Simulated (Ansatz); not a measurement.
Planning a run of Ansatz 0.2.0 on Cs2InAgBr6 (Fm-3m). The input:

```yaml
crystal:
  lattice:
    - [0.0, 5.5, 5.5]
    - [5.5, 0.0, 5.5]
    - [5.5, 5.5, 0.0]
  atoms:
    - { symbol: Cs, position: [0.75, 0.75, 0.75] }
    - { symbol: Cs, position: [0.25, 0.25, 0.25] }
    - { symbol: In, position: [0.0, 0.0, 0.0] }
    - { symbol: Ag, position: [0.5, 0.5, 0.5] }
    - { symbol: Br, position: [0.755241594, 0.244758406, 0.244758406] }
    - { symbol: Br, position: [0.244758406, 0.244758406, 0.755241594] }
    - { symbol: Br, position: [0.244758406, 0.755241594, 0.755241594] }
    - { symbol: Br, position: [0.244758406, 0.755241594, 0.244758406] }
    - { symbol: Br, position: [0.755241594, 0.244758406, 0.755241594] }
    - { symbol: Br, position: [0.755241594, 0.755241594, 0.244758406] }
kpoints:
  mp_grid: { grid: [2, 2, 2] }
  band_path:
    path:
      - [0.0, 0.0, 0.0]
      - [0.5, 0.0, 0.5]
      - [0.625, 0.25, 0.625]
      - [0.375, 0.375, 0.75]
      - [0.5, 0.5, 0.5]
      - [0.5, 0.25, 0.75]
    npoints: 1
hamiltonian:
  xc: pbe0
scf:
  occupations: { method: fixed }
  n_extra_bands: 7
output:
  eigenvalues: true
```

```sh
ansatz run input.yaml --threads 3 --pin off --max-ram 92160MiB --backend cuda --events-out ev --progress --plain --runs-dir out --devices 1 --max-vram 13GiB
```

Question: Estimate wall time and host memory on 1 × NVIDIA H100 80GB HBM3 (shared by 6 runs) with 3 threads of AMD EPYC 7R13 (Zen 3), shared host.

It took 24 s; on shared hardware allow 12 s to 47 s. Peak host memory was 1.3 GiB. The sizes that set the cost: 6423 plane waves a state, 3 irreducible k points and 18 SCF cycles.

Exact exchange couples every pair of k points and filled bands, so it costs far more than a semilocal run.

[Paths, hosts, dates, memory and timing lines, banners, echoed tables and standing remarks are left out of the program output.]

[Logs are printed without paths, hosts, clocks, repeated set-up lines and the standing remarks that a program may print on its own settings, such as how far it seeks lower states.]

[Runs of the session that timed out or met a known fault of the program may be left out.]

[Cells called generated may have been cut or substituted from an entry of the Crystallography Open Database or the Materials Project.]

[Hosts, paths, dates, database ids (printed as entryN), source tags and the programs' standing remarks are cut or masked in the printed files.]
